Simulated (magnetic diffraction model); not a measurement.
# Magnetic neutron pattern of Cr₄Te₃S₃

Space group R3 (no. 146), a = 6.1220 Å, c = 16.4590 Å.

| site | atom | x | y | z |
| --- | --- | --- | --- | --- |
| 9b | Te | 0.0076 | 0.6744 | 0.0843 |
| 3a | Cr | 1/3 | 2/3 | 0.3313 |
| 3a | Cr | 0 | 0 | 0.3271 |
| 3a | Cr | 1/3 | 2/3 | 0.1757 |
| 3a | Cr | 2/3 | 1/3 | 0.3298 |
| 9b | S | 0.6555 | 0.6664 | 0.2532 |

This is a made-up structure (elements placed in a structure type, unrelaxed), so the numbers test the method and describe no known phase.

Only Cr is taken to order (form factors of Cr3+); orders and moment sizes are assumed, and not adapted to the symmetry. Radiation: neutrons of λ = 2.567 Å, 2° to 50°; isotropic B of 0.48 Å² (Te), 0.55 Å² (Cr) and 0.69 Å² (S). Simulated constant-wavelength pattern: nuclear and magnetic terms add, the magnetic one as |2.695 fm × Σ f S⊥ exp(2πi Q·r) exp(−B s²)|², summed over all Q at one angle with the factor 1/(sin²θ cos θ). For collinear order S is the moment m, which repeats by lattice and centring translations R with the sign exp(−2πi k·R). Free-ion form factors, Sears's scattering lengths of 1992, no absorption; a label names one of the reflections at its angle. The strongest nuclear line in the range is 100, and lines under 0.2 are left out.

Assume the order k = (0 0 0), collinear moments along [101], 2.74 μB on Cr; signs + at (1/3, 2/3, 0.3313), + at (0, 0, 0.3271), − at (1/3, 2/3, 0.1757), + at (2/3, 1/3, 0.3298).

Predict the pattern, nuclear and magnetic parts apart.

```
2θ (°)    index  nuclear  magnetic
 27.06  (0 0 3)    100.0      78.8
 29.47  (1 0 1)     33.5      91.4
 33.47  (0 1 2)     31.1      57.2
 46.51  (1 0 4)     11.3      11.6
 49.58  (1 1 0)     54.6     104.0
```

The strongest magnetic line in the range is (1 1 0) at 49.58° (104.0). On top of the Lorentz factor, which all lines share, magnetic lines fade with angle because f falls: for Cr3+ it is 0.90, 0.67, 0.42 and 0.11 at sin θ/λ = 0.1, 0.2, 0.3 and 0.5 Å⁻¹, while nuclear lengths stay constant. The net moment is 5.48 μB a primitive cell.

[Logs are printed without paths, hosts, clocks, repeated set-up lines and the standing remarks that a program may print on its own settings, such as how far it seeks lower states.]
